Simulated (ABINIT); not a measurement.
Records of electronic-structure calculations.

```xyz
3
Lattice="3.811 0.000 0.000 -1.905 3.300 0.000 0.000 0.000 6.136" Properties=species:S:1:pos:R:3 pbc="T T T" subject="Quasiparticle gap of SnSe2 (P-3m1) in ABINIT" method="RPA screening on PBE with spin-orbit coupling, plane waves, norm-conserving pseudopotentials (and 2 further levels or steps)" program="ABINIT 10.8.3" settings="cutoff 48 Ha, PseudoDojo fully relativistic 0.4 stringent, norm-conserving, ngkpt (3, 3, 2), nband 208, ecuteps 4.4 Ha, shiftk (0, 0, 0), symchi 1, awtr 1, frequency ppm, 3×3×2 k-mesh" cost="5 runs, 14 min in all on 8 MPI ranks of Intel Xeon 6975P-C (Granite Rapids), shared host" notes="The program’s warnings: Neglecting <n,k|[Vnl,iqr]|m,k> and nproc spkpt=  >= nkpt= * nsppol=. The cell and positions come from the Crystallography Open Database and are kept as given unless a step says otherwise. Limits: screening head approximate. Local fields lower the RPA ε∞ on this mesh from 26.96 to 23.58; a Γ-centred mesh this coarse tends to raise both, most where the direct gap is narrow, while a short band sum lowers them. The 3×3×2 mesh is coarse for this cell, which bears on the long-range parts of exchange and screening." pbe_gap="0.73 eV, indirect" g0w0_gap_on_the_mesh="1.60 eV" g0w0_gap_over_the_zone_rigid_shift="1.27 eV" gw_settings="3×3×2 mesh, 208 bands, screening to 119.7 eV, Godby-Needs plasmon pole" known_limits="short of the basis limit; screening head approximate; coarse k mesh"
Sn    0.000    0.000    0.000
Se    0.000    2.200    1.528
Se    1.905    1.100    4.608
```

[Long decimals in the printed logs are rounded to 6 places.]

[Logs are printed without paths, hosts, clocks, repeated set-up lines and the standing remarks that a program may print on its own settings, such as how far it seeks lower states.]

[Paths, hosts, dates, memory and timing lines, banners, echoed tables and standing remarks are left out of the program output; an Ansatz launch command may be rebuilt from the run's recorded settings. Measured values are a selection of at most five: reports struck by readers or far from the other reports are left out. None is set beside runs whose start may be inverted or whose files or cutoffs have a known fault.]

[Runs of the session that timed out or met a known fault of the program may be left out.]

[Hosts, paths, dates, database ids (printed as entryN), source tags and the programs' standing remarks are cut or masked in the printed files.]

[G0W0 gaps are taken among the corrected bands and points alone; a level outside them can change the order at an edge.]

[Where Ansatz stands beside ABINIT at settings called matched, ABINIT's density can come from a denser mesh and the files from another edition; pairs whose starting gaps differed by over 0.03 eV were left out, so agreement reads better than it is.]
